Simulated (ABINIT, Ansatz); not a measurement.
# NdAl (Pm-3m): phonons by linear response

How does NdAl (Pm-3m) vibrate, and is this structure a minimum?

Method: DFT PBEsol, scalar-relativistic, plane waves, PseudoDojo norm-conserving, 4f in core pseudopotentials (the lanthanide files made for PBE), in ABINIT 10.8.3.

### Step 1. Starting point

Symmetry: Pm-3m, No. 221, cubic system. The conventional cell has a = 3.678 Å, b = 3.678 Å, c = 3.678 Å, α = 90.00°, β = 90.00°, γ = 90.00°. Nd has 8 Al at 3.18 Å nearest. Nearest to Al lie 8 Nd at 3.18 Å. Farther neighbours are not listed.

### Step 2. Relaxing the cell and atoms

The harmonic expansion needs vanishing forces, and a free crystal bears no stress, so cell and atoms are brought to rest. Stress is more sensitive to the basis than forces are: the last 3 Ha under the cutoff are smoothed with ecutsm, and the cutoff is raised above that of the later runs.

The starting cell comes from a relaxation made beforehand in Ansatz (PBEsol, NC, 4f in core).

Contents of relax.abi:

```
# relaxation
ionmov 2
optcell 2
dilatmx 1.08
ntime 40
tolmxf 1.0d-05
tolvrs 1.0d-14
prtwf 0
prtden 0
chksymtnons 0

# basis, mesh and filling
ecut 28.0
ecutsm 3.0
ixc -116133
ngkpt 10 10 10
nshiftk 1
shiftk 0.0 0.0 0.0
istwfk *1
occopt 6
tsmear 0.01
nband 13
nstep 100
diemac 1000000.0
prtebands 0
prtgsr 0
useylm 1

# cell and atoms
acell 3*1.0 Angstrom
rprim 
    3.677576875 0.0 0.0
    0.0 3.677576875 0.0
    0.0 0.0 3.677576875
ntypat 2
znucl 60 13
natom 2
typat 1 2
xred 
    0.5 0.5 0.5
    0.0 0.0 0.0
pp_dirpath "./pseudo"
pseudos "Nd.upf, Al.upf"
```

Started as:

```
$ OMP_NUM_THREADS=1 mpirun -n 4 abinit relax.abi > relax.log
```

Numbers of over 12 decimals in the logs are rounded to 6 here.

relax.abo, the main output file:

```text
[banners, grids, parts of the stress and lines that vanish by symmetry left out]
- input  file    -> relax.abi
- output file    -> relax.abo
- root for input  files -> relaxi
[...]
Symmetries : space group Pm -3 m (#221); Bravais cP (primitive cubic)
[...]
mpw =        3028          nfft =       46656          nkpt =          56
[...]
== DATASET  1 ==================================================================
[...]
cutoff_energies: {ecut:  28.0, pawecutdg:  -1.0, }
[...]
ETOT  1  -40.465989308856    -4.047E+01 6.983E-02 4.527E+00
 ETOT  2  -40.487671516416    -2.168E-02 5.388E-02 2.683E-01
 ETOT  3  -40.487708761333    -3.724E-05 4.476E-03 7.493E-03
 ETOT  4  -40.487709881225    -1.120E-06 2.503E-03 8.909E-05
 ETOT  5  -40.487709892723    -1.150E-08 1.381E-03 4.212E-07
[...]
At SCF step    9       vres2   =  8.78E-16 < tolvrs=  1.00E-14 =>converged.
[...]
sigma(1 1)=  9.52355385E-07  sigma(3 2)=  0.00000000E+00
  sigma(2 2)=  9.52355385E-07  sigma(3 1)=  0.00000000E+00
  sigma(3 3)=  9.52355385E-07  sigma(2 1)=  0.00000000E+00
[...]
convergence: {deltae:  7.034E-13, res2:  8.783E-16, residm:  1.286E-04, diffor: null, }
etotal    :  -4.04877099E+01
[...]
ETOT  1  -40.487709882073    -4.049E+01 5.296E-05 2.268E-04
[...]
At SCF step    6       vres2   =  6.65E-15 < tolvrs=  1.00E-14 =>converged.
[...]
sigma(1 1)=  7.71962532E-07  sigma(3 2)=  0.00000000E+00
  sigma(2 2)=  7.71962532E-07  sigma(3 1)=  0.00000000E+00
  sigma(3 3)=  7.71962532E-07  sigma(2 1)=  0.00000000E+00
[...]
convergence: {deltae:  8.882E-13, res2:  6.652E-15, residm:  3.081E-05, diffor: null, }
etotal    :  -4.04877099E+01
[...]
ETOT  1  -40.487709314724    -4.049E+01 2.550E-05 4.150E-03
[...]
ETOT  6  -40.487709965176    -3.908E-13 1.210E-05 1.264E-13
 ETOT  7  -40.487709965175     8.882E-13 4.990E-06 6.235E-16
 At SCF step    7       vres2   =  6.24E-16 < tolvrs=  1.00E-14 =>converged.
[...]
sigma(1 1)= -3.58698756E-10  sigma(3 2)=  0.00000000E+00
  sigma(2 2)= -3.58698756E-10  sigma(3 1)=  0.00000000E+00
  sigma(3 3)= -3.58698758E-10  sigma(2 1)=  0.00000000E+00
[...]
convergence: {deltae:  8.882E-13, res2:  6.235E-16, residm:  4.990E-06, diffor: null, }
etotal    :  -4.04877100E+01
[...]
At Broyd/MD step   3, gradients are converged :
[...]
sigma(1 1)= -3.58698756E-10  sigma(3 2)=  0.00000000E+00
  sigma(2 2)= -3.58698756E-10  sigma(3 1)=  0.00000000E+00
  sigma(3 3)= -3.58698758E-10  sigma(2 1)=  0.00000000E+00
[...]
- sigma(1 1)= -1.05532818E-05  sigma(3 2)=  0.00000000E+00
- sigma(2 2)= -1.05532818E-05  sigma(3 1)=  0.00000000E+00
- sigma(3 3)= -1.05532818E-05  sigma(2 1)=  0.00000000E+00
[...]
fcart     -0.0000000000E+00 -0.0000000000E+00 -0.0000000000E+00
           strten     -3.5869875646E-10 -3.5869875646E-10 -3.5869875820E-10
================================================================================

[key lines of the parts left out:]
pressure_GPa:   1.0553E-05
Total energy (etotal) [Ha]= -4.04877099651748E+01
```

Elapsed: 31 s, on 4 MPI ranks of Arm Neoverse V2, shared host; 2.1 min of CPU time.

Little changed from the start: no atom moved by 0.005 Å and no cell edge by 0.1 %.

Read from the output:

```yaml
volume_per_atom: 24.86 Å³
pressure: 1.06e-5 GPa
gap_on_the_k_mesh: 0 eV
```

### Step 3. Self-consistent run for the response

First-order wavefunctions inherit every error of the ground state, hence the very tight tolvrs. Occupations are smeared.

Contents of gs.abi:

```
# ground state
tolvrs 1.0d-16
prtden 1
prtwf 1

# basis, mesh and filling
ecut 22.0
ixc -116133
ngkpt 10 10 10
nshiftk 1
shiftk 0.0 0.0 0.0
istwfk *1
occopt 6
tsmear 0.01
nband 13
nstep 100
diemac 1000000.0
prtebands 0
prtgsr 0
useylm 1

# cell and atoms
acell 3*1.0 Angstrom
rprim 
    3.677022376 0.0 0.0
    0.0 3.677022376 0.0
    0.0 0.0 3.677022376
ntypat 2
znucl 60 13
natom 2
typat 1 2
xred 
    0.5 0.5 0.5
    0.0 0.0 0.0
pp_dirpath "./pseudo"
pseudos "Nd.upf, Al.upf"
```

Started as:

```
$ OMP_NUM_THREADS=1 mpirun -n 4 abinit gs.abi > gs.log
```

gs.abo, the main output file:

```text
[banners, grids, parts of the stress and lines that vanish by symmetry left out]
- input  file    -> gs.abi
- output file    -> gs.abo
- root for input  files -> gsi
[...]
Symmetries : space group Pm -3 m (#221); Bravais cP (primitive cubic)
[...]
mpw =        1683          nfft =       27000          nkpt =          56
[...]
== DATASET  1 ==================================================================
[...]
cutoff_energies: {ecut:  22.0, pawecutdg:  -1.0, }
[...]
ETOT  1  -40.470406984067    -4.047E+01 6.776E-02 2.728E+00
 ETOT  2  -40.487656482518    -1.725E-02 2.426E-02 1.195E-01
 ETOT  3  -40.487685290708    -2.881E-05 2.254E-03 3.699E-03
 ETOT  4  -40.487686242857    -9.521E-07 2.730E-03 3.163E-05
 ETOT  5  -40.487686249958    -7.102E-09 3.060E-03 8.489E-08
[...]
ETOT  9  -40.487686249982     5.187E-13 1.908E-04 2.754E-16
 ETOT 10  -40.487686249982     5.045E-13 2.066E-04 1.777E-18
 At SCF step   10       vres2   =  1.78E-18 < tolvrs=  1.00E-16 =>converged.
[...]
sigma(1 1)=  8.44470682E-07  sigma(3 2)=  0.00000000E+00
  sigma(2 2)=  8.44470682E-07  sigma(3 1)=  0.00000000E+00
  sigma(3 3)=  8.44470682E-07  sigma(2 1)=  0.00000000E+00
[...]
convergence: {deltae:  5.045E-13, res2:  1.777E-18, residm:  2.066E-04, diffor: null, }
etotal    :  -4.04876862E+01
[...]
sigma(1 1)=  8.44470682E-07  sigma(3 2)=  0.00000000E+00
  sigma(2 2)=  8.44470682E-07  sigma(3 1)=  0.00000000E+00
  sigma(3 3)=  8.44470682E-07  sigma(2 1)=  0.00000000E+00
[...]
- sigma(1 1)=  2.48451852E-02  sigma(3 2)=  0.00000000E+00
- sigma(2 2)=  2.48451852E-02  sigma(3 1)=  0.00000000E+00
- sigma(3 3)=  2.48451852E-02  sigma(2 1)=  0.00000000E+00
[...]
fcart     -0.0000000000E+00 -0.0000000000E+00 -0.0000000000E+00
           strten      8.4447068201E-07  8.4447068201E-07  8.4447068201E-07
================================================================================

[key lines of the parts left out:]
pressure_GPa:  -2.4845E-02
```

The job ended after 9.7 s (4 MPI ranks).

Read from the output:

* pressure: -0.02485 GPa

The cell stands at -0.025 GPa, close enough for phonons.

### Step 4. Linear response at Γ

At q = 0 one unit cell holds all displacements. The response is solved for single atoms along the cell's directions, and symmetry skips those that follow from others. The crystal is treated as a metal, which screens a static field, so no field response is asked.

Contents of dfpt_gamma.abi:

```

# common to the responses
getwfk_filepath "gso_WFK"
kptopt 2
nqpt 1
qpt 0.0 0.0 0.0
asr 0
chneut 0

# displacements
rfphon 1
rfatpol 1 2
rfdir 1 1 1
tolvrs 1.0d-10
prtwf 0

# basis, mesh and filling
ecut 22.0
ixc -116133
ngkpt 10 10 10
nshiftk 1
shiftk 0.0 0.0 0.0
istwfk *1
occopt 6
tsmear 0.01
nband 13
nstep 100
diemac 1000000.0
prtebands 0
prtgsr 0
useylm 1

# cell and atoms
acell 3*1.0 Angstrom
rprim 
    3.677022376 0.0 0.0
    0.0 3.677022376 0.0
    0.0 0.0 3.677022376
ntypat 2
znucl 60 13
natom 2
typat 1 2
xred 
    0.5 0.5 0.5
    0.0 0.0 0.0
pp_dirpath "./pseudo"
pseudos "Nd.upf, Al.upf"
```

Started as:

```
$ OMP_NUM_THREADS=1 mpirun -n 4 abinit dfpt_gamma.abi > dfpt_gamma.log
```

dfpt_gamma.abo, the main output file:

```text
[banners, grids, parts of the stress and lines that vanish by symmetry left out]
- input  file    -> dfpt_gamma.abi
- output file    -> dfpt_gamma.abo
- root for input  files -> dfpt_gammai
- root for output files -> dfpt_gammao

 Symmetries : space group Pm -3 m (#221); Bravais cP (primitive cubic)
================================================================================
 Values of the parameters that define the memory need of the present run (RF).
     intxc =       0      iscf =       7    lmnmax =      25     lnmax =       7
     mgfft =      30  mpssoang =       4    mqgrid =    3001     natom =       2
  nloc_mem =       1    nspden =       1   nspinor =       1    nsppol =       1
      nsym =      48    n1xccc =    2501    ntypat =       2    occopt =       6
   xclevel =       2
-    mband =          13        mffmem =           1         mkmem =         126
-   mkqmem =         126        mk1mem =         126           mpw =        1683
      nfft =       27000          nkpt =         504
- my_mband =          13
================================================================================
================================================================================

--------------------------------------------------------------------------------
------------- Echo of variables that govern the present computation ------------
--------------------------------------------------------------------------------
-
- outvars: echo of selected default values
-   iomode0 =  0 , fftalg0 =312 , wfoptalg0 =  0
-
- outvars: echo of global parameters not present in the input file
-  max_nthreads =    1
-
 -outvars: echo values of preprocessed input variables
 [... echo left out ...]
================================================================================

 chkinp: Checking input parameters for consistency.

[...]
== DATASET  1 ==================================================================
-   mpi_nproc: 4, omp_nthreads: 1 (-1 if OMP is not activated)

--- !DatasetInfo
iteration_state: {dtset: 1, }
dimensions: {natom: 2, nkpt: 504, mband: 13, nsppol: 1, nspinor: 1, nspden: 1, mpw: 1683, }
cutoff_energies: {ecut:  22.0, pawecutdg:  -1.0, }
electrons: {nelect:   1.40000000E+01, charge:   0.00000000E+00, occopt:   6.00000000E+00, tsmear:   1.00000000E-02, }
meta: {optdriver: 1, rfphon: 1, }
...

 mkfilename: getwfk from: gso_WFK

 Real(R)+Recip(G) space primitive vectors, cartesian coordinates (Bohr,Bohr^-1):
 R(1)=  6.9485652  0.0000000  0.0000000  G(1)=  0.1439146  0.0000000  0.0000000
 R(2)=  0.0000000  6.9485652  0.0000000  G(2)=  0.0000000  0.1439146  0.0000000
 R(3)=  0.0000000  0.0000000  6.9485652  G(3)=  0.0000000  0.0000000  0.1439146
 Unit cell volume ucvol=  3.3549451E+02 bohr^3
 Angles (23,13,12)=  9.00000000E+01  9.00000000E+01  9.00000000E+01 degrees
 setup1 : take into account q-point for computing boxcut.

 getcut: wavevector=  0.0000  0.0000  0.0000  ngfft=  30  30  30
         ecut(hartree)=     22.000   => boxcut(ratio)=   2.04479

--- Pseudopotential description ------------------------------------------------
- pspini: atom type   1  psp file is ./pseudo/Nd.upf

- pspini: atom type   2  psp file is ./pseudo/Al.upf

   5.00734052E+02                                ecore*ucvol(ha*bohr**3)
--------------------------------------------------------------------------------

 ==>  initialize data related to q vector <==

 The list of irreducible perturbations for this q vector is:
    1)    idir= 1    ipert=   1
    2)    idir= 1    ipert=   2

[...]
The perturbation idir=   2  ipert=   1 is
 symmetric of a previously calculated perturbation.
 So, its SCF calculation is not needed.

 The perturbation idir=   3  ipert=   1 is
 symmetric of a previously calculated perturbation.
 So, its SCF calculation is not needed.

 The perturbation idir=   2  ipert=   2 is
 symmetric of a previously calculated perturbation.
 So, its SCF calculation is not needed.

 The perturbation idir=   3  ipert=   2 is
 symmetric of a previously calculated perturbation.
 So, its SCF calculation is not needed.

--------------------------------------------------------------------------------
 Perturbation wavevector (in red.coord.)   0.000000  0.000000  0.000000
 Perturbation : displacement of atom   1   along direction   1
 Found     8 symmetries that leave the perturbation invariant.

[...]
dfpt_looppert : total number of electrons, from k and k+q
  fully or partially occupied states are    1.400000E+01 and    1.400000E+01.
 Initialisation of the first-order wave-functions :
  ireadwf=   0

--- !BeginCycle
iteration_state: {dtset: 1, }
solver: {iscf: 7, nstep: 100, nline: 4, wfoptalg: 0, }
tolerances: {tolvrs: 1.00E-10, }
...

     iter   2DEtotal(Ha)        deltaE(Ha) residm    vres2
-ETOT  1   2.520984     -8.354E+02 2.569E+00 6.310E+02
 ETOT  2   1.785851     -7.351E-01 9.667E-02 1.037E+00
 ETOT  3   1.785132     -7.190E-04 8.795E-03 3.227E-02
 ETOT  4   1.785115     -1.725E-05 5.730E-04 1.342E-03
 ETOT  5   1.785114     -1.198E-06 3.405E-04 3.643E-05
[...]
At SCF step    8       vres2   =  6.44E-12 < tolvrs=  1.00E-10 =>converged.
[...]
Mean square residual over all n,k,spin=   83.572E-11; max=  81.557E-08

 Thirteen components of 2nd-order total energy (hartree) are
 1,2,3: 0th-order hamiltonian combined with 1st-order wavefunctions
     kin0=   5.09873367E+02 eigvalue=   6.61587340E+01  local=  -2.73094884E+02
 4,5,6: 1st-order hamiltonian combined with 1st and 0th-order wfs
 loc psp =  -1.04029426E+03  Hartree=   2.58280471E+02     xc=  -6.71621224E+01
 note that "loc psp" includes a xc core correction that could be resolved
 7,8,9: eventually, occupation + non-local contributions
    edocc=   1.29469935E+02     enl0=   2.12630968E+02   enl1=  -6.32018680E+02
 1-9 gives the relaxation energy (to be shifted if some occ is /=2.0)
   erelax=  -8.36156470E+02
 10,11,12 Non-relaxation  contributions : frozen-wavefunctions and Ewald
 fr.local=   5.01216982E+02 fr.nonlo=   3.16380651E+02  Ewald=   1.98933264E+01
 13,14 Frozen wf xc core corrections (1) and (2)
 frxc 1  =  -1.11321764E+02  frxc 2 =   1.11772388E+02
 Resulting in :
 2DEtotal=    0.1785113897E+01 Ha. Also 2DEtotal=    0.485754237372E+02 eV
    (2DErelax=   -8.3615646980E+02 Ha. 2DEnonrelax=    8.3794158370E+02 Ha)
    (  non-var. 2DEtotal :    1.7851146327E+00 Ha)

[...]
Perturbation wavevector (in red.coord.)   0.000000  0.000000  0.000000
 Perturbation : displacement of atom   2   along direction   1
 Found     8 symmetries that leave the perturbation invariant.

--------------------------------------------------------------------------------

--------------------------------------------------------------------------------

 dfpt_looppert : total number of electrons, from k and k+q
  fully or partially occupied states are    1.400000E+01 and    1.400000E+01.
 Initialisation of the first-order wave-functions :
  ireadwf=   0

--- !BeginCycle
iteration_state: {dtset: 1, }
solver: {iscf: 7, nstep: 100, nline: 4, wfoptalg: 0, }
tolerances: {tolvrs: 1.00E-10, }
...

     iter   2DEtotal(Ha)        deltaE(Ha) residm    vres2
-ETOT  1   2.091723     -2.734E+01 4.796E-01 5.319E+02
[...]
ETOT  7   1.783925     -1.832E-11 6.516E-07 3.000E-10
 ETOT  8   1.783925      4.619E-14 2.521E-08 3.705E-12

 At SCF step    8       vres2   =  3.71E-12 < tolvrs=  1.00E-10 =>converged.
[...]
Mean square residual over all n,k,spin=   32.299E-12; max=  25.209E-09

 Thirteen components of 2nd-order total energy (hartree) are
 1,2,3: 0th-order hamiltonian combined with 1st-order wavefunctions
     kin0=   2.23299808E+01 eigvalue=  -1.77103025E+00  local=  -1.51230390E+01
 4,5,6: 1st-order hamiltonian combined with 1st and 0th-order wfs
 loc psp =  -2.50482506E+00  Hartree=   5.56694977E+00     xc=  -2.36472624E+00
 note that "loc psp" includes a xc core correction that could be resolved
 7,8,9: eventually, occupation + non-local contributions
    edocc=   2.36049645E+00     enl0=   1.66498090E+01   enl1=  -5.27920561E+01
 1-9 gives the relaxation energy (to be shifted if some occ is /=2.0)
   erelax=  -2.76484406E+01
 10,11,12 Non-relaxation  contributions : frozen-wavefunctions and Ewald
 fr.local=  -2.14564107E+01 fr.nonlo=   3.18385773E+01  Ewald=   1.98933264E+01
 13,14 Frozen wf xc core corrections (1) and (2)
 frxc 1  =  -4.00481079E+00  frxc 2 =   3.16168368E+00
 Resulting in :
 2DEtotal=    0.1783925313E+01 Ha. Also 2DEtotal=    0.485430807186E+02 eV
    (2DErelax=   -2.7648440638E+01 Ha. 2DEnonrelax=    2.9432365951E+01 Ha)
    (  non-var. 2DEtotal :    1.7839253618E+00 Ha)

[...]
---- first-order wavefunction calculations are completed ----

 ==> Compute Derivative Database <==

 [... matrices left out ...]
  Phonon wavevector (reduced coordinates) :  0.00000  0.00000  0.00000
 Phonon energies in Hartree :
   8.849894E-06  8.849895E-06  8.849895E-06  9.443215E-04  9.443215E-04
   9.443215E-04
 Phonon frequencies in cm-1    :
-  1.942327E+00  1.942327E+00  1.942327E+00  2.072546E+02  2.072546E+02
-  2.072546E+02

== END DATASET(S) ==============================================================
================================================================================

 -outvars: echo values of variables after computation
            acell      1.8897261259E+00  1.8897261259E+00  1.8897261259E+00 Bohr
           etotal      1.7839253127E+00
            fcart      0.0000000000E+00  0.0000000000E+00  0.0000000000E+00
           strten      0.0000000000E+00  0.0000000000E+00  0.0000000000E+00
================================================================================
```

Run time: 31 s. Hardware: 4 MPI ranks.

Numbers from this step:

* largest acoustic frequency at the zone centre before the sum rule: 1.94 cm⁻¹
* highest optical zone-centre mode (no LO-TO term): 207.2 cm⁻¹
* lowest optical zone-centre mode: 207.2 cm⁻¹

The acoustic modes at Γ come out as far as 1.9 cm⁻¹ from zero, where they should vanish, a small numerical error.

(Part 1 of 3 ends here.)

[Host names and launcher messages were left out of these logs when they were recorded.]

[Logs are printed without paths, hosts, clocks, repeated set-up lines and the standing remarks that a program may print on its own settings, such as how far it seeks lower states.]

[Hosts, paths, dates, database ids (printed as entryN), source tags and the programs' standing remarks are cut or masked in the printed files.]
